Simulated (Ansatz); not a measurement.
# What YAlSe3 (model cell, started as cubic perovskite with Al in the octahedra) distorts into, part 3 of 3

Which phase does YAlSe3 (model cell, started as cubic perovskite with Al in the octahedra) fall into along its unstable mode, and how much energy does it gain?

Ansatz 0.2.0; DFT PBEsol, scalar-relativistic, plane waves, PAW; PAW set soft_1.

So far. Step 5 (Energy along the mode, all amplitudes (two of the runs …): The lowest of the steps tried is the last one, at 0.6 Å, 332 meV/atom below the parent; the bottom of the well need not coincide with a step. Step 7 (The new phase in its own primitive cell): The largest force component left is 0.064 meV/Å and the pressure is 0.000 GPa, within the tolerances set. The cell now holds 22.25 Å³/atom. The relaxed cell has a = 7.023, c = 15.626 Å (conventional setting).

The structure was built from a prototype and need not be the compound's stable phase.

## 8. Modes of the new phase, k-mesh 6×6×6, occupations fixed

A relaxed structure may still be a saddle point, so its zone-centre modes are computed. The response to a homogeneous field gives the Born charges and the dielectric tensor.

input.yaml

```yaml
crystal:
  lattice:
    - [3.511387454, 2.0273004918, 5.2086730118]
    - [-3.511387454, 2.0273004918, 5.2086730118]
    - [0.0, -4.0546009836, 5.2086730118]
  atoms:
    - { symbol: "Y", position: [0.25, 0.25, 0.25] }
    - { symbol: "Y", position: [0.75, 0.75, 0.75] }
    - { symbol: Al, position: [0.5, 0.5, 0.5] }
    - { symbol: Al, position: [0.0, 0.0, 0.0] }
    - { symbol: Se, position: [0.8539874146, 0.25, 0.6460125854] }
    - { symbol: Se, position: [0.1460125854, 0.75, 0.3539874146] }
    - { symbol: Se, position: [0.6460125854, 0.8539874146, 0.25] }
    - { symbol: Se, position: [0.3539874146, 0.1460125854, 0.75] }
    - { symbol: Se, position: [0.25, 0.6460125854, 0.8539874146] }
    - { symbol: Se, position: [0.75, 0.3539874146, 0.1460125854] }
kpoints:
  mp_grid: { grid: [6, 6, 6] }
hamiltonian:
  xc: pbesol
  pseudopotentials: { kind: paw, azcp: { folder: soft_1 }, xc_functional: pbe }
scf:
  occupations: { method: fixed }
output:
  eigenvalues: true
phonons:
  method: dfpt
  dielectric: true
  rigid_motions: translations
```

Run with:

```sh
$ ansatz run input.yaml --threads 4 --pin off --max-ram 16384MiB --backend cpu --events-out ev --progress --plain --runs-dir out
```

Numbers of over 12 decimals in the logs are rounded to 6 here.

The log of the run:

```text
[...]
Crystal: 10 atoms, lattice volume = 222.472 Å³
Basis set: ecut = 420 eV, 4307 PW (Γ), exchange–correlation on 96×96×96 points (8 copies of the dense FFT grid, shifted against one another)
Bands: 75, of which v1, the nominal top of the filled ones, is band 62 counted from 1 (61 counted from 0)
Symmetry: 12 space group operations
k-points: 112 of 216 (irreducible under 1 space group operation, time reversal used)
[...]
SCF iter   1: F=—  HF=-41198.388031 eV  |F-HF|=—  |Δ(HF+E_count)|=         —  Δρ=4.13e-2  dr2=7.41e0  ethr=3.10e-3  ⟨swp⟩=4.9  Hψ=27071  notcnv=0  defer=1049
[...]
SCF iter  11: F=-41196.506933 eV  HF=-41196.506933 eV  |F-HF|=0.00e0  |Δ(HF+E_count)|=    0.00e0  Δρ=1.74e-7  dr2=3.95e-11  ethr=1.00e-12  ⟨swp⟩=13.2  Hψ=52312  notcnv=0
SCF 1 converged in 11 iterations: F = -41196.506933 eV  dr2 = 3.95e-11
[...]
NSCF: frozen V_eff on 6 k-points
DFPT response loops at Γ: preconditioner auto → Resta (q_TF=auto, 2.475 Å⁻¹)  ε∞=9.3 (no band partly filled); β = 1.00, the filter's whole step (`scf.mixing.beta` (0.50) is not read by the response loops at its default; to damp them type it under 1.00, their step now; it binds the ground state too); Broyden in place of MSR1
── the response to a field inside a basis, on 10×10×10 k-points: an SCF that follows is theirs, and a resumed run solves both again ──
Bands: 63, of which v1, the nominal top of the filled ones, is band 62 counted from 1 (61 counted from 0)
k-points: 110 of 1000
[...]
Eigensolver: Dense (110 Hₖ)
SCF iter   1: F=—  HF=-41196.277561 eV  |F-HF|=—  |Δ(HF+E_count)|=         —  Δρ=3.19e-4  dr2=1.03e-4  ethr=1.00e-1
[...]
SCF iter   5: F=-41196.277552 eV  HF=-41196.277552 eV  |F-HF|=2.04e-9  |Δ(HF+E_count)|=   2.97e-8  Δρ=2.32e-6  dr2=1.56e-8  ethr=6.54e-11
SCF 1 converged in 5 iterations: F = -41196.277552 eV  dr2 = 1.56e-8
[...]
WARN: field response: inside a basis, on 10×10×10 points, no mesh in reach settles it: take ε∞, Z* and everything formed from them with what they may err, as stated (eps_inf_uncertainty, zstar_uncertainty_e), and compare with field_mesh: kpoints on a denser kpoints.mp_grid
WARN: field response: ε∞ stands inside a basis, on 10×10×10 points; the force constants stand on the 6×6×6 k-mesh, whose period is 13.61 times the interband length at k = (0.0000, 0.0000, 0.0000), direct gap 0.700 eV, under 14: take them and everything formed from them as unconverged, and compare with a denser kpoints.mp_grid
SCF converged after 11 iterations
Free energy (F): -41196.506933 eV
[...]
Internal energy: -41196.506933 eV  (E = F + TS)
E sigma→0 (E₀):  -41196.506933 eV
Fermi energy:    9.698963 eV
[...]
--- Band table (eV; the first three rows and the last of 112) ---
  k-point 0: bands = [... 58 lower, 8.3928, 8.5502, 8.5502, 9.6990, 10.3994, 11.0074, 11.2788, 11.4880, ... 9 higher]
  k-point 1: bands = [... 58 lower, 8.2969, 8.6081, 8.7399, 9.5035, 10.4188, 11.1521, 11.4246, 11.5131, ... 9 higher]
  k-point 2: bands = [... 58 lower, 8.0816, 8.3644, 8.7736, 9.2333, 10.5683, 11.3439, 11.5624, 11.5904, ... 9 higher]
  k-point 111: bands = [... 58 lower, 7.6396, 7.6396, 7.6396, 7.6396, 11.7675, 11.7675, 11.7906, 11.7906, ... 9 higher]
--- Phonons (Γ-DFPT): 6 representative perturbations + reference, on 112 of 216 k-points (Σ response iterations 24) ---
  k mesh reduced under 1 symmetry operation, with k and −k counted as one. Each operation leaves every solved perturbation unchanged. A smaller set is not considered because the run solves the response to a homogeneous field
  ASR residual: 6.414e-5 → 0.000e0 eV/Å²; symmetrization residual: 1.087e-5 eV/Å²
  ASR residual per site (eV/Å²): 6.41e-5 6.41e-5 1.63e-5 1.63e-5 5.17e-5 5.17e-5 5.34e-5 5.34e-5 5.17e-5 5.17e-5
  Γ frequencies (cm⁻¹): -96.53 -80.60 -72.65 -72.65 -33.52 -33.52 0.00 0.00 0.00 88.63 92.69 115.09 115.09 116.09 116.09 154.45 154.45 156.31 186.47 202.08 202.08 216.79 216.79 221.65 252.09 285.28 285.28 298.91 319.02 319.02
  ε∞ (high-frequency dielectric tensor):
       10.323037    -0.000000     0.000000
        0.000000    10.323037    -0.000000
        0.000000    -0.000000    11.176802
  softest optical mode at Γ: -96.53 cm⁻¹; the repairs (sum rule, projections) moved no ω² at Γ by more than (1.89 cm⁻¹)²
  Born effective charges Z* (e; rows j = field, columns β = displacement):
    site 0:
         4.32102    0.00000   -0.00000
        -0.00000    4.32102   -0.00000
        -0.00000   -0.00000    4.19206
    site 1:
         4.32102    0.00000   -0.00000
        -0.00000    4.32102   -0.00000
        -0.00000   -0.00000    4.19206
    site 2:
         3.81304    0.19243    0.00000
        -0.19243    3.81304    0.00000
         0.00000   -0.00000    3.07997
    site 3:
         3.81304   -0.19243   -0.00000
         0.19243    3.81304    0.00000
        -0.00000   -0.00000    3.07997
    site 4:
        -2.74424    0.05697    0.04372
         0.05697   -2.67846   -0.02524
        -0.33338    0.19247   -2.42401
    site 5:
        -2.74424    0.05697    0.04372
         0.05697   -2.67846   -0.02524
        -0.33338    0.19247   -2.42401
    site 6:
        -2.64557   -0.00000    0.00000
        -0.00000   -2.77713    0.05049
        -0.00000   -0.38495   -2.42401
    site 7:
        -2.64557    0.00000    0.00000
        -0.00000   -2.77713    0.05049
        -0.00000   -0.38495   -2.42401
    site 8:
        -2.74424   -0.05697   -0.04372
        -0.05697   -2.67846   -0.02524
         0.33338    0.19247   -2.42401
    site 9:
        -2.74424   -0.05697   -0.04372
        -0.05697   -2.67846   -0.02524
         0.33338    0.19247   -2.42401
  Z* charge neutrality: 1.614e-2 e pre-enforcement
  solved inside a basis spanned on kpoints, on 10×10×10 k-points, which do not settle them: ε∞ is read to err by 7.7e-2, Z* by 9.9e-2 e (field_mesh: kpoints solves on kpoints); Z* is corrected for what the basis lacks
  optical modes at Γ without the LO–TO term, one row a degenerate level:
      ω (cm⁻¹)  modes    IR ((D/Å)²/amu)
        -96.53      1            16.1836
        -80.60      1             0.0000
        -72.65      2             9.1365
        -33.52      2             0.0000
         88.63      1             0.0000
         92.69      1             0.0589
        115.09      2             0.0000
[...]
optical modes at Γ + LO–TO along q̂ = [1.0000, 0.0000, 0.0000]:
      ω (cm⁻¹)  modes    IR ((D/Å)²/amu)
[...]
optical modes at Γ + LO–TO along q̂ = [0.0000, 1.0000, 0.0000]:
      ω (cm⁻¹)  modes    IR ((D/Å)²/amu)
[...]
optical modes at Γ + LO–TO along q̂ = [0.0000, 0.0000, 1.0000]:
      ω (cm⁻¹)  modes    IR ((D/Å)²/amu)
[...]
115.09      2             0.0000
        116.09      2             0.9495
        154.45      2             0.0000
        156.31      1             0.0000
        186.47      1             0.0000
        202.08      2            40.6383
        216.79      2             0.0000
        221.65      1             0.0000
        285.28      2            23.2895
        288.78      1            26.2409
        298.91      1             0.0000
        319.02      2            21.0127
```

Wall time 15 min (4 threads of Arm Neoverse V1, shared host); peak memory 6.9 GiB.

This step gave:

```yaml
sum_rule_residual_before_enforcement: 6.41e-5 eV/Å²
miss_of_the_charge_sum_rule: 0.01614 e
estimated_error_of_the_dielectric_tensor: 0.07747
estimated_error_of_the_born_charges: 0.09880 e
point_group: -3m
highest_optical_mode_at_the_zone_centre_no_lo_to_term: 319.0 cm⁻¹
lowest_optical_zone_centre_mode: -96.53 cm⁻¹
mean_high_frequency_dielectric_constant: 10.61
largest_born_charge_third_of_the_trace: 4.278 e
top_of_the_zone_centre_spectrum_with_the_field: 350.1 cm⁻¹
```

Patterns of degenerate modes are one choice out of their space. The modes at Γ (shares of kinetic energy by element, %) (negative means imaginary):

| mode | frequency (cm⁻¹) | symmetry | Y % | Al % | Se % |
| --- | --- | --- | --- | --- | --- |
| 1 | -96.5 | A2u | 62 | 0 | 38 |
| 2 | -80.6 | A2g | 93 | 0 | 7 |
| 3 | -72.7 | Eu | 12 | 0 | 88 |
| 4 | -72.7 | Eu | 12 | 0 | 88 |
| 5 | -33.5 | Eg | 19 | 0 | 81 |
| 6 | -33.5 | Eg | 19 | 0 | 81 |
| 7 | 0.0 | acoustic | 25 | 8 | 67 |
| 8 | 0.0 | acoustic | 25 | 8 | 67 |
| 9 | 0.0 | acoustic | 25 | 8 | 67 |
| 10 | 88.6 | A2g | 7 | 0 | 93 |
| 11 | 92.7 | A2u | 13 | 23 | 64 |
| 12 | 115.1 | Eg | 49 | 0 | 51 |
| 13 | 115.1 | Eg | 49 | 0 | 51 |
| 14 | 116.1 | Eu | 21 | 32 | 47 |
| 15 | 116.1 | Eu | 21 | 32 | 47 |
| 16 | 154.4 | Eg | 4 | 0 | 96 |
| 17 | 154.4 | Eg | 4 | 0 | 96 |
| 18 | 156.3 | A1g | 0 | 0 | 100 |
| 19 | 186.5 | A1u | 0 | 2 | 98 |
| 20 | 202.1 | Eu | 42 | 8 | 51 |
| 21 | 202.1 | Eu | 42 | 8 | 51 |
| 22 | 216.8 | Eg | 28 | 0 | 72 |
| 23 | 216.8 | Eg | 28 | 0 | 72 |
| 24 | 221.7 | A2g | 0 | 0 | 100 |
| 25 | 252.1 | A2u | 0 | 69 | 31 |
| 26 | 285.3 | Eu | 0 | 57 | 42 |
| 27 | 285.3 | Eu | 0 | 57 | 42 |
| 28 | 298.9 | A1u | 0 | 98 | 2 |
| 29 | 319.0 | Eu | 0 | 96 | 4 |
| 30 | 319.0 | Eu | 0 | 96 | 4 |

Displacements in mode 1 (-96.5 cm⁻¹), the largest set to 1:
```
Y1   0.00  0.00  1.00
Y2   0.00  0.00  1.00
Al3  0.00  0.00  0.13
Al4  0.00  0.00  0.13
Se5  0.24 -0.14 -0.39
Se6  0.24 -0.14 -0.39
Se7  0.00  0.28 -0.39
Se8  0.00  0.28 -0.39
Se9 -0.24 -0.14 -0.39
Se10-0.24 -0.14 -0.39
```

Displacements in mode 16 (154.4 cm⁻¹), the largest set to 1:
```
Y1  -0.01  0.29  0.00
Y2   0.01 -0.29  0.00
Al3  0.00  0.00  0.00
Al4  0.00  0.00  0.00
Se5 -0.55  0.08 -0.36
Se6  0.55 -0.08  0.36
Se7  0.01  1.00  0.70
Se8 -0.01 -1.00 -0.70
Se9  0.52  0.06 -0.34
Se10-0.52 -0.06  0.34
```

High-frequency dielectric tensor, which the program warns is not settled by the k meshes in reach. Tensor:

|  | x | y | z |
| --- | --- | --- | --- |
| x | 10.32 | 0 | 0 |
| y | 0 | 10.32 | 0 |
| z | 0 | 0 | 11.18 |

Optical modes at the zone centre, without and with the macroscopic field of the longitudinal modes; each column is sorted by frequency, so a row need not hold one and the same mode. Modes with and without the field, by row:

| rank among optical modes | no field (cm⁻¹) | q along (1, 0, 0) (cm⁻¹) | q along (0, 0, 1) (cm⁻¹) |
| --- | --- | --- | --- |
| 1 | -96.5 | -96.5 | -80.6 |
| 2 | -80.6 | -80.6 | -72.7 |
| 3 | -72.7 | -72.7 | -72.7 |
| 4 | -72.7 | -52.5 | -33.5 |
| 5 | -33.5 | -33.5 | -33.5 |
| 6 | -33.5 | -33.5 | 39.2 |
| 7 | 88.6 | 88.6 | 88.6 |
| 8 | 92.7 | 92.7 | 93.2 |
| 9 | 115.1 | 115.1 | 115.1 |
| 10 | 115.1 | 115.1 | 115.1 |
| 11 | 116.1 | 116.1 | 116.1 |
| 12 | 116.1 | 117.2 | 116.1 |
| 13 | 154.4 | 154.4 | 154.4 |
| 14 | 154.4 | 154.4 | 154.4 |
| 15 | 156.3 | 156.3 | 156.3 |
| 16 | 186.5 | 186.5 | 186.5 |
| 17 | 202.1 | 202.1 | 202.1 |
| 18 | 202.1 | 216.8 | 202.1 |
| 19 | 216.8 | 216.8 | 216.8 |
| 20 | 216.8 | 221.7 | 216.8 |
| 21 | 221.7 | 231 | 221.7 |
| 22 | 252.1 | 252.1 | 285.3 |
| 23 | 285.3 | 285.3 | 285.3 |
| 24 | 285.3 | 298.9 | 288.8 |
| 25 | 298.9 | 299 | 298.9 |
| 26 | 319 | 319 | 319 |
| 27 | 319 | 350.1 | 319 |

Born charge (rows field, columns displacement) (e), principal values of the symmetric part by kind of site:

| atom | atoms with these values | low | middle | high | mean |
| --- | --- | --- | --- | --- | --- |
| Y1 | 2 | 4.19 | 4.32 | 4.32 | 4.28 |
| Al3 | 2 | 3.08 | 3.81 | 3.81 | 3.57 |
| Se5 | 6 | -2.84 | -2.65 | -2.36 | -2.62 |

In full for Al3:

```
 3.81  0.19  0.00
-0.19  3.81  0.00
 0.00  0.00  3.08
```

Transverse modes; imaginary modes are left out. Infrared lines, with heights relative to the strongest:

| position (cm⁻¹) | relative intensity |
| --- | --- |
| 89 | 0.0 |
| 93 | 0.1 |
| 115 | 0.0 |
| 116 | 2.3 |
| 154 | 0.0 |
| 156 | 0.0 |
| 186 | 0.0 |
| 202 | 100 |
| 217 | 0.0 |
| 222 | 0.0 |
| 252 | 48 |
| 285 | 57 |
| 299 | 0.0 |
| 319 | 52 |

Before it was imposed, the acoustic sum rule was missed by 6.4e-5 eV/Å² and the charge sum rule by 0.016 e. Small misses are needed for a sound result but don't prove that mesh and cutoff are converged. The lowest optical mode is imaginary, 96.5i cm⁻¹, so the energy falls along it.

The log warns of the k mesh: “the force constants stand on the 6×6×6 k-mesh, whose period is 13.61 times the interband length at k = (0.0000, 0.0000, 0.0000), direct gap 0.700 eV, under 14: take them and everything formed from them as unconverged”.

## 9. What came out

```json
{
  "unstable mode of the parent": "q = (-0.5, -0.5, -0.5), 167i cm⁻¹",
  "depth at the lowest point sampled": "332 meV/atom",
  "largest atomic shift at that point": "0.6 Å",
  "space group reached (within 0.01 Å)": "R-3c",
  "energy gained over the parent (first relaxation, on the mesh of the frozen mode)": "366 meV/atom",
  "volume per atom, phase reached": "22.2 Å³",
  "gap on the k-mesh, phase reached": "0.700 eV",
  "lowest optical zone-centre mode, phase reached": "-96.5 cm⁻¹",
  "highest optical mode at the zone centre (no LO-TO term), phase reached": "319 cm⁻¹"
}
```

In words: Along this mode the structure falls into R-3c, 366 meV/atom below the parent. At the parent's cell the well is 332.0 meV/atom deep on the steps tried, with its lowest point at a shift of 0.6 Å. That is the last step tried, so the steps alone don't bracket the bottom of the well. Relaxing atoms and cell changes the gain by +33.65 meV/atom against the lowest step (energies at zero smearing). The new phase still has an imaginary mode at the zone centre of its cell, so it is a saddle point on the way to a lower structure. Of the 4 patterns followed to their end from this parent, this one ends 15.5 meV/atom above the lowest, Imma. Each path keeps the symmetry of its pattern, so a lower phase may lie along a pattern not tried. With the field response the log warns that the k mesh is coarse for the force constants too, so the frequencies may not be converged. With no gap, or one that is small against the smearing, the frequencies hang on the k mesh and the smearing, most of all near Kohn anomalies. In at least one run the field response is not settled by the k meshes in reach, so its dielectric tensor, Born charges and longitudinal modes are rough. The PAW files were made for PBE and serve the other functionals too. The starting cell was built on a prototype and not taken from a measurement, so the phase need not exist.

[Logs are printed without paths, hosts, clocks, repeated set-up lines and the standing remarks that a program may print on its own settings, such as how far it seeks lower states.]

[Hosts, paths, dates, database ids (printed as entryN), source tags and the programs' standing remarks are cut or masked in the printed files.]
